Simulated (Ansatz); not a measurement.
# ErBi (Fm-3m): phonon-mediated transition temperature, part 2 of 2

Wanted: λ, ω_log and Tc of ErBi (Fm-3m). The cell shown first is a relaxed one, from steps not shown here.

Ansatz 0.2.0; DFT PBEsol, scalar-relativistic, plane waves, PAW, the trivalent lanthanide norm-conserving with 4f in the core.

So far, coupling constant λ: step 2 (electron–phonon run: q 2×2×2, k 6×6×6, scattering 12×12×12) 0.119. Also log mean phonon energy ħω_log (meV): step 2 10.4.

## 3. Electron–phonon run: q 3×3×3, k 9×9×9, scattering 12×12×12

The next rung changes the q mesh, which sets the reach of the force constants and couplings; the k mesh of the density and its response.

Input file input.yaml:

```yaml
crystal:
  lattice:
    - [0.0, 3.0914414272, 3.0914414272]
    - [3.0914414272, 0.0, 3.0914414272]
    - [3.0914414272, 3.0914414272, 0.0]
  atoms:
    - { symbol: Er, position: [0.5, 0.5, 0.5] }
    - { symbol: Bi, position: [0.0, 0.0, 0.0] }
kpoints:
  mp_grid: { grid: [9, 9, 9] }
hamiltonian:
  xc: pbesol
  pseudopotentials:
    kind: paw
    azcp: { Er: "pseudopotentials/pbe/nc/lanthanide_3plus/Er.nc.azcp" }
scf:
  occupations: { method: methfessel_paxton, width: 0.2 }
output:
  eigenvalues: true
phonons:
  method: dfpt
  qmesh: [3, 3, 3]
  temperatures: { t_max: 1000, t_step: 50 }
  qpath:
    path:
      - [[0.0, 0.0, 0.0], [0.5, 0.0, 0.5], [0.625, 0.25, 0.625]]
      - [[0.375, 0.375, 0.75], [0.0, 0.0, 0.0], [0.5, 0.5, 0.5], [0.5, 0.25, 0.75], [0.5, 0.0, 0.5]]
    npoints: 10
  electrical_resistivity:
    mesh: [12, 12, 12]
    temperatures: [20.0, 50.0, 77.0, 100.0, 150.0, 200.0, 300.0, 400.0, 600.0, 800.0]
  superconductivity: { mesh: [12, 12, 12] }
```

Launch:

```console
> ansatz run input.yaml --threads 4 --pin off --max-ram 10240MiB --backend cpu --events-out ev --progress --plain --runs-dir out
```

Numbers of over 12 decimals in the logs are rounded to 6 here.

The log of the run:

```text
[...]
Crystal: 2 atoms, lattice volume = 59.090 Å³
Basis set: ecut = 761.918815 eV, 2741 PW (Γ), exchange–correlation on 80×80×80 points (8 copies of the dense FFT grid, shifted against one another)
Bands: 17, of which v1, the nominal top of the filled ones, is band 13 counted from 1 (12 counted from 0)
Symmetry: 48 space group operations
k-points: 35 of 729
[...]
SCF iter   1: F=—  HF=-13469.450711 eV  |F-HF|=—  |Δ(HF+E_count)|=         —  Δρ=3.00e-2  dr2=5.87e-1  ethr=3.10e-3  ⟨swp⟩=5.0  Hψ=2529  notcnv=0
[...]
SCF iter   9: F=-13469.267279 eV  HF=-13469.267279 eV  |F-HF|=3.64e-12  |Δ(HF+E_count)|=  1.02e-10  S|Δr|=    0.00e0  Δρ=1.29e-7  dr2=7.26e-12  ethr=1.00e-12  ⟨swp⟩=5.4  Hψ=3477  notcnv=0
the search or the solves at the SCF's close seem to have found levels that the self-consistency loop had missed (the run counts 1). By its estimate they hold under 1e-12 electrons; where the run keeps them, the occupations were computed again with them
SCF 1 converged in 9 iterations: F = -13469.267279 eV  dr2 = 7.26e-12
[...]
SCF iter   4: F=-13469.267279 eV  HF=-13469.267279 eV  |F-HF|=1.82e-12  |Δ(HF+E_count)|=  7.28e-12  S|Δr|=    0.00e0  Δρ=6.60e-8  dr2=2.78e-12  ethr=1.00e-12  ⟨swp⟩=2.6  Hψ=1831  notcnv=0
SCF 2 converged in 4 iterations: F = -13469.267279 eV  dr2 = 2.78e-12
[...]
NSCF: frozen V_eff on 35 k-points
[...]
SCF iter   1: F=—  HF=-13469.450711 eV  |F-HF|=—  |Δ(HF+E_count)|=         —  Δρ=3.00e-2  dr2=5.87e-1  ethr=3.10e-3  ⟨swp⟩=5.0  Hψ=2529  notcnv=0
[...]
SCF iter   9: F=-13469.267279 eV  HF=-13469.267279 eV  |F-HF|=7.28e-12  |Δ(HF+E_count)|=  1.02e-10  S|Δr|=    0.00e0  Δρ=1.29e-7  dr2=7.32e-12  ethr=1.00e-12  ⟨swp⟩=2.2  Hψ=2100  notcnv=0
SCF 3 converged in 9 iterations: F = -13469.267279 eV  dr2 = 7.32e-12
[...]
SCF converged after 9 iterations
[...]
Free energy (F): -13469.267279 eV
[...]
Internal energy: -13469.264915 eV  (E = F + TS)
E sigma→0 (E₀):  -13469.266688 eV
Entropy (-TS):   -0.002365 eV (-1.182 meV/atom)
Fermi energy:    11.308352 eV
[...]
--- Band table (eV; the first three rows and the last of 35) ---
  k-point 0: bands = [... 9 lower, -0.3482, 12.1864, 12.1864, 12.1864, 12.3345, 12.3345, 12.3345, 13.1622]
  k-point 1: bands = [... 9 lower, -0.2255, 10.5866, 11.2944, 11.2944, 12.5792, 12.5792, 12.6245, 14.1498]
  k-point 2: bands = [... 9 lower, 0.1132, 8.8523, 10.3729, 10.3729, 12.7251, 12.9631, 12.9631, 15.6494]
  k-point 34: bands = [... 9 lower, 0.8886, 8.1434, 8.7930, 9.0295, 13.2837, 13.5363, 14.2289, 14.8730]
[...]
ASR residual: 6.315e-5 → 0.000e0 eV/Å²; symmetrization residual: 2.847e-7 eV/Å²
  ASR residual per site (eV/Å²): 6.32e-5 3.93e-5
  Γ frequencies (cm⁻¹): 0.00 0.00 0.00 121.69 121.69 121.69
--- Phonons (arbitrary-q DFPT): 4 irreducible q on the 3×3×3 mesh ---
[...]
interpolated dispersion: 62 rows × 6 modes
[...]
--- Electrical resistivity: potentials and phonons of a 3×3×3 supercell ---
[...]
at the Fermi level of each mesh (of a tensor a third of its trace):
[...]
12×12×12                     0.1450              2.5525    0.1167    0.1256          10.684
          6×6×6                     0.1657              2.0573    0.1247    0.1307          11.530
          3×3×3                     0.2457              1.5855    0.1099    0.1241          11.932
  resistivity on the deck's mesh, µΩ·cm:
[...]
20.00     1.5595e-1              no     1.5595e-1     1.5595e-1     1.5595e-1       2.2398e-1         1.7000e-1
     50.00      1.8405e0              no      1.8405e0      1.8405e0      1.8405e0        2.1332e0          1.7664e0
     77.00      4.2593e0              no      4.2593e0      4.2593e0      4.2593e0        4.5157e0          4.0276e0
    100.00      6.3324e0              no      6.3324e0      6.3324e0      6.3324e0        6.5374e0          5.9652e0
    150.00      1.0597e1              no      1.0597e1      1.0597e1      1.0597e1        1.0767e1          9.9592e0
    200.00      1.4667e1              no      1.4667e1      1.4667e1      1.4667e1        1.4856e1          1.3776e1
    300.00      2.2587e1              no      2.2587e1      2.2587e1      2.2587e1        2.2868e1          2.1202e1
    400.00      3.0396e1              no      3.0396e1      3.0396e1      3.0396e1        3.0808e1          2.8521e1
    600.00      4.5849e1              no      4.5849e1      4.5849e1      4.5849e1        4.6630e1          4.2999e1
    800.00      6.1073e1              no      6.1073e1      6.1073e1      6.1073e1        6.2421e1          5.7267e1
[...]
vibrations of 27 cells: unjudged by the run; compare a larger repeat
[...]
--- Superconductivity: potentials and phonons of a 3×3×3 supercell ---
           mesh         λ    ħω_log (meV)  μ* declared at (meV)
       12×12×12    0.1167          10.684               12.569
          6×6×6    0.1247          11.530               12.920
          3×3×3    0.1099          11.932               12.926
  λ by the species' shares of the modes' patterns: Er 0.0599, Bi 0.0568
[...]
0.08      0.000         0.000    none_found    none_found    none_found    none_found     none_found
      0.10      0.000         0.000    none_found    none_found    none_found    none_found     none_found
      0.12          -             -    none_found    none_found    none_found    none_found     none_found
      0.13          -             -    none_found    none_found    none_found    none_found     none_found
      0.14          -             -    none_found    none_found    none_found    none_found     none_found
      0.16          -             -    none_found    none_found    none_found    none_found     none_found
      0.20          -             -    none_found    none_found    none_found    none_found     none_found
  none_found: no transition down to 0.1 K
[...]
vibrations of 27 cells: unjudged by the run; compare a larger repeat
[...]
```

Elapsed: 5.2 min, on 4 threads of Arm Neoverse V1, shared host; peak memory 2.9 GiB.

Numbers from this step:

- zero point energy: 0.03316 eV/cell
- highest frequency, solved or plainly interpolated: 129.5 cm⁻¹
- Debye temperature (second moment): 175 K
- resistivity at 300 K: 22.59 μΩ cm
- coupling constant λ: 0.1167
- density of states at the Fermi level: 0.145 states/eV a spin and cell
- log mean phonon energy ħω_log: 10.68 meV
- transport coupling constant λ_tr: 0.1256, 0.1256, 0.1256 (xx, yy, zz)
- Drude plasma energy: 2.552, 2.552, 2.552 eV (xx, yy, zz)
- resistivity times mean free path: 55.93, 55.93, 55.93 × 10⁻¹⁶ Ω m² (xx, yy, zz)
- second-moment phonon energy ħω₂: 12.57 meV
- coupling λ by branch: 0.0118, 0.0136, 0.0147, 0.0264, 0.0261, 0.024 (branches by rank of frequency)

An empty cell: under 1 mK by a formula, or no transition down to the floor of the Eliashberg search. Transition temperatures:

```tsv
μ*	McMillan Tc (K)	Allen–Dynes Tc (K)
0.08	-	-
0.1	-	-
0.12	-	-
0.13	-	-
0.14	-	-
0.16	-	-
0.2	-	-
```

Between step 2 and this run (k-mesh 9×9×9 and q mesh 3×3×3) the value for the coupling constant λ moves from 0.119 to 0.117.

## 4. Electron–phonon run: q 4×4×4, k 12×12×12, scattering 16×16×16

The next rung changes the q mesh, which sets the reach of the force constants and couplings; the k mesh of the density and its response; the scattering mesh, which samples the Fermi surface.

input.yaml, the sections that differ from step 3:

```yaml
kpoints:
  mp_grid: { grid: [12, 12, 12] }
phonons:
  method: dfpt
  qmesh: [4, 4, 4]
  temperatures: { t_max: 1000, t_step: 50 }
  qpath:
    path:
      - [[0.0, 0.0, 0.0], [0.5, 0.0, 0.5], [0.625, 0.25, 0.625]]
      - [[0.375, 0.375, 0.75], [0.0, 0.0, 0.0], [0.5, 0.5, 0.5], [0.5, 0.25, 0.75], [0.5, 0.0, 0.5]]
    npoints: 10
  electrical_resistivity:
    mesh: [16, 16, 16]
    temperatures: [20.0, 50.0, 77.0, 100.0, 150.0, 200.0, 300.0, 400.0, 600.0, 800.0]
  superconductivity: { mesh: [16, 16, 16] }
# crystal, hamiltonian, scf, output: as in step 3
```

The log of the run:

```text
[...]
Crystal: 2 atoms, lattice volume = 59.090 Å³
Basis set: ecut = 761.918815 eV, 2741 PW (Γ), exchange–correlation on 80×80×80 points (8 copies of the dense FFT grid, shifted against one another)
Bands: 17, of which v1, the nominal top of the filled ones, is band 13 counted from 1 (12 counted from 0)
Symmetry: 48 space group operations
k-points: 72 of 1728
[...]
SCF iter   1: F=—  HF=-13469.451040 eV  |F-HF|=—  |Δ(HF+E_count)|=         —  Δρ=3.01e-2  dr2=5.85e-1  ethr=3.10e-3  ⟨swp⟩=5.0  Hψ=5219  notcnv=0
[...]
SCF iter   9: F=-13469.269183 eV  HF=-13469.269183 eV  |F-HF|=7.28e-12  |Δ(HF+E_count)|=  4.91e-11  S|Δr|=    0.00e0  Δρ=1.40e-7  dr2=8.63e-12  ethr=1.00e-12  ⟨swp⟩=5.4  Hψ=7156  notcnv=0
SCF 1 converged in 9 iterations: F = -13469.269183 eV  dr2 = 8.63e-12
[...]
SCF iter   4: F=-13469.269183 eV  HF=-13469.269183 eV  |F-HF|=1.82e-12  |Δ(HF+E_count)|=  5.46e-12  S|Δr|=    0.00e0  Δρ=3.54e-8  dr2=8.04e-13  ethr=1.00e-12  ⟨swp⟩=3.6  Hψ=2964  notcnv=0
SCF 2 converged in 4 iterations: F = -13469.269183 eV  dr2 = 8.04e-13
[...]
SCF iter   1: F=—  HF=-13469.451040 eV  |F-HF|=—  |Δ(HF+E_count)|=         —  Δρ=3.01e-2  dr2=5.85e-1  ethr=3.10e-3  ⟨swp⟩=5.0  Hψ=5219  notcnv=0
[...]
SCF iter   9: F=-13469.269183 eV  HF=-13469.269183 eV  |F-HF|=3.64e-12  |Δ(HF+E_count)|=  4.91e-11  S|Δr|=    0.00e0  Δρ=1.40e-7  dr2=8.67e-12  ethr=1.00e-12  ⟨swp⟩=2.4  Hψ=4325  notcnv=0
SCF 3 converged in 9 iterations: F = -13469.269183 eV  dr2 = 8.67e-12
[...]
SCF converged after 9 iterations
[...]
Free energy (F): -13469.269183 eV
[...]
Internal energy: -13469.269750 eV  (E = F + TS)
E sigma→0 (E₀):  -13469.269325 eV
Entropy (-TS):   0.000566 eV (0.283 meV/atom)
Fermi energy:    11.216706 eV
[...]
--- Band table (eV; the first three rows and the last of 72) ---
  k-point 0: bands = [... 9 lower, -0.3460, 12.1884, 12.1884, 12.1884, 12.3341, 12.3341, 12.3341, 13.1618]
  k-point 1: bands = [... 9 lower, -0.2764, 11.0455, 11.5548, 11.5548, 12.5145, 12.5145, 12.6063, 13.8075]
  k-point 2: bands = [... 9 lower, -0.0765, 9.6911, 10.8055, 10.8055, 12.6576, 12.7450, 12.7450, 14.8865]
  k-point 71: bands = [... 9 lower, 0.8966, 8.6329, 8.6329, 8.6687, 13.5923, 13.5923, 13.8024, 14.8595]
[...]
ASR residual: 9.500e-5 → 0.000e0 eV/Å²; symmetrization residual: 2.126e-7 eV/Å²
  ASR residual per site (eV/Å²): 9.50e-5 7.43e-5
  Γ frequencies (cm⁻¹): 0.00 0.00 0.00 119.89 119.89 119.89
--- Phonons (arbitrary-q DFPT): 8 irreducible q on the 4×4×4 mesh ---
[...]
interpolated dispersion: 62 rows × 6 modes
[...]
--- Electrical resistivity: potentials and phonons of a 4×4×4 supercell ---
[...]
at the Fermi level of each mesh (of a tensor a third of its trace):
[...]
16×16×16                     0.1531              2.7535    0.1255    0.1354          10.635
          8×8×8                     0.1605              2.3346    0.1265    0.1345          11.141
          4×4×4                     0.1558              1.6723    0.1198    0.1283          11.303
  resistivity on the deck's mesh, µΩ·cm:
[...]
20.00     1.4913e-1              no     1.4914e-1     1.4914e-1     1.4913e-1       2.0904e-1         1.6492e-1
     50.00      1.6948e0              no      1.6948e0      1.6948e0      1.6948e0        1.9673e0          1.6358e0
     77.00      3.9397e0              no      3.9398e0      3.9398e0      3.9397e0        4.1787e0          3.7280e0
    100.00      5.8695e0              no      5.8695e0      5.8695e0      5.8695e0        6.0589e0          5.5248e0
    150.00      9.8448e0              no      9.8448e0      9.8448e0      9.8447e0        9.9998e0          9.2356e0
    200.00      1.3643e1              no      1.3643e1      1.3643e1      1.3643e1        1.3818e1          1.2788e1
    300.00      2.1036e1              no      2.1036e1      2.1036e1      2.1036e1        2.1307e1          1.9711e1
    400.00      2.8314e1              no      2.8314e1      2.8314e1      2.8314e1        2.8722e1          2.6535e1
    600.00      4.2692e1              no      4.2692e1      4.2692e1      4.2692e1        4.3477e1          4.0042e1
    800.00      5.6912e1              no      5.6912e1      5.6912e1      5.6911e1        5.8233e1          5.3421e1
[...]
not converged in the mesh (the resistivity at 20 K by 13.69 %; the resistivity at 50 K by 34.09 %; the resistivity at 77 K by 36.26 %; the resistivity at 100 K by 36.46 %; the resistivity at 150 K by 36.00 %; the resistivity at 200 K by 35.34 %; the resistivity at 300 K by 34.15 %; the resistivity at 400 K by 33.16 %; the resistivity at 600 K by 31.64 %; the resistivity at 800 K by 30.61 %): between neighbouring me [...]
  vibrations of 64 cells: unjudged by the run; compare a larger repeat
[...]
--- Superconductivity: potentials and phonons of a 4×4×4 supercell ---
           mesh         λ    ħω_log (meV)  μ* declared at (meV)
       16×16×16    0.1255          10.635               12.625
          8×8×8    0.1265          11.141               12.836
          4×4×4    0.1198          11.303               12.531
  λ by the species' shares of the modes' patterns: Er 0.0645, Bi 0.0611
[...]
0.08      0.000         0.000    none_found    none_found    none_found    none_found     none_found
      0.10      0.000         0.000    none_found    none_found    none_found    none_found     none_found
      0.12          -             -    none_found    none_found    none_found    none_found     none_found
      0.13          -             -    none_found    none_found    none_found    none_found     none_found
      0.14          -             -    none_found    none_found    none_found    none_found     none_found
      0.16          -             -    none_found    none_found    none_found    none_found     none_found
      0.20          -             -    none_found    none_found    none_found    none_found     none_found
  none_found: no transition down to 0.1 K
[...]
converged in the mesh: between neighbouring meshes, the two finest first, λ moves by 0.75 % and 5.27 % and the anisotropic transition temperature over the full bandwidth at μ* = 0.13 by nothing (neither mesh has one) and nothing (neither mesh has one); converged means that the two finest part by at most 2.00 % and 5.00 %
  vibrations of 64 cells: unjudged by the run; compare a larger repeat
[...]
```

It took 24 min on 4 threads; peak memory 6.4 GiB.

This step gave:

```
zero point energy                                 : 0.03330 eV/cell
highest frequency, solved or plainly interpolated : 131.5 cm⁻¹
Debye temperature (second moment)                 : 176 K
resistivity at 300 K                              : 21.04 μΩ cm
coupling constant λ                               : 0.1255
density of states at the Fermi level              : 0.1531 states/eV a spin and cell
log mean phonon energy ħω_log                     : 10.63 meV
transport coupling constant λ_tr                  : 0.1354, 0.1354, 0.1354 (xx, yy, zz)
Drude plasma energy                               : 2.753, 2.753, 2.753 eV (xx, yy, zz)
resistivity times mean free path                  : 49.93, 49.93, 49.93 × 10⁻¹⁶ Ω m² (xx, yy, zz)
second-moment phonon energy ħω₂                   : 12.62 meV
coupling λ by branch                              : 0.0126, 0.0139, 0.0155, 0.0289, 0.0267, 0.0279 (branches by rank of frequency)
```

An empty cell: under 1 mK by a formula, or no transition down to the floor of the Eliashberg search. Transition temperatures:

```tsv
μ*	McMillan Tc (K)	Allen–Dynes Tc (K)
0.08	-	-
0.1	-	-
0.12	-	-
0.13	-	-
0.14	-	-
0.16	-	-
0.2	-	-
```

The Eliashberg function α²F has structure finer than the step of the table below, so its rows give means over 0.5 meV, whole bins alone (the curve runs from 0.063 to 16.0 meV). Peaks (meV: height): α²F 14.91: 0.654; α²F tr 14.66: 0.537, 14.91: 0.696.

Eliashberg function α²F against phonon energy; means over each step:

```tsv
phonon energy (meV)	α²F	α²F tr
0.5	5.8e-6	0
1.0	2.1e-4	5.9e-5
1.5	0.00119	5.1e-4
2.0	0.00197	0.00120
2.5	0.00267	0.00205
3.0	0.00338	0.00276
3.5	0.00411	0.00359
4.0	0.00542	0.00526
4.5	0.00781	0.00876
5.0	0.0170	0.0218
5.5	0.0397	0.0480
6.0	0.0352	0.0409
6.5	0.0241	0.0275
7.0	0.0186	0.0203
7.5	0.0159	0.0163
8.0	0.0140	0.0135
8.5	0.0126	0.0116
9.0	0.0114	0.00990
9.5	0.0102	0.00844
10.0	0.00901	0.00724
10.5	0.00789	0.00661
11.0	0.00818	0.00729
11.5	0.00788	0.00743
12.0	0.00123	0.00117
12.5	0.00834	0.00663
13.0	0.0130	0.00960
13.5	0.0315	0.0220
14.0	0.103	0.0862
14.5	0.333	0.373
15.0	0.515	0.580
15.5	0.213	0.254
```

Eliashberg function α²F against phonon energy; read off at these points:

```tsv
phonon energy (meV)	α²F	Er	Bi
0.50	0	0	0
1.00	1.4e-4	4.4e-5	1.0e-4
1.50	0.00134	6.4e-4	7.4e-4
2.00	0.00192	8.8e-4	0.00108
2.50	0.00261	0.00124	0.00144
3.00	0.00343	0.00153	0.00183
3.50	0.00406	0.00183	0.00216
4.00	0.00531	0.00246	0.00286
4.50	0.00798	0.00373	0.00433
5.00	0.0146	0.00676	0.00788
5.50	0.0403	0.0190	0.0213
6.00	0.0356	0.0171	0.0185
6.50	0.0241	0.0116	0.0126
7.00	0.0185	0.00886	0.00966
7.50	0.0158	0.00757	0.00827
8.00	0.0140	0.00659	0.00739
8.50	0.0126	0.00589	0.00670
9.00	0.0114	0.0052	0.0062
9.50	0.0102	0.00460	0.00560
10.00	0.00902	0.00391	0.00501
10.50	0.00782	0.00341	0.00451
11.00	0.00797	0.00339	0.00458
11.50	0.00931	0.00362	0.00569
12.00	1.8e-4	1.6e-5	8.0e-5
12.50	0.00920	0.00439	0.00489
13.00	0.0122	0.00614	0.00604
13.50	0.0280	0.0141	0.0140
14.00	0.0970	0.0501	0.0469
14.50	0.374	0.200	0.175
14.66	0.441	0.238	0.203
14.92	0.648	0.353	0.295
15.00	0.553	0.301	0.253
15.50	0.172	0.0955	0.0765
16.00	0.00887	0.00505	0.00382
```

## 5. Results

```json
{"meshes": "q 4×4×4, k 12×12×12, scattering 16×16×16", "coupling constant λ": "0.126", "log mean phonon energy ħω_log": "10.6 meV"}
```

What this shows: In the last run (PBEsol, q 4×4×4, k 12×12×12, scattering 16×16×16), with λ = 0.13 and ħω_log = 10.6 meV, Tc at μ* = 0.13 is under 1 mK by the formulas. In that run Allen and Dynes's formula gives no transition above 0.05 K at μ* = 0.10 or more. The run's transport test calls it not converged in the mesh; ρ(300 K) moves by 34 % in the component that moves most. Over the runs, λ takes the values 0.119, 0.117 and 0.126, in the order shown. No spin–orbit coupling, which matters for Bi. μ* is a typed number, phonons are harmonic, and spin fluctuations are left out; with λ this near or under μ*(1 + 0.62 λ), the formulas give Tc only to its order of magnitude, or none.

[Logs are printed without paths, hosts, clocks, repeated set-up lines and the standing remarks that a program may print on its own settings, such as how far it seeks lower states.]

[Hosts, paths, dates, database ids (printed as entryN), source tags and the programs' standing remarks are cut or masked in the printed files.]
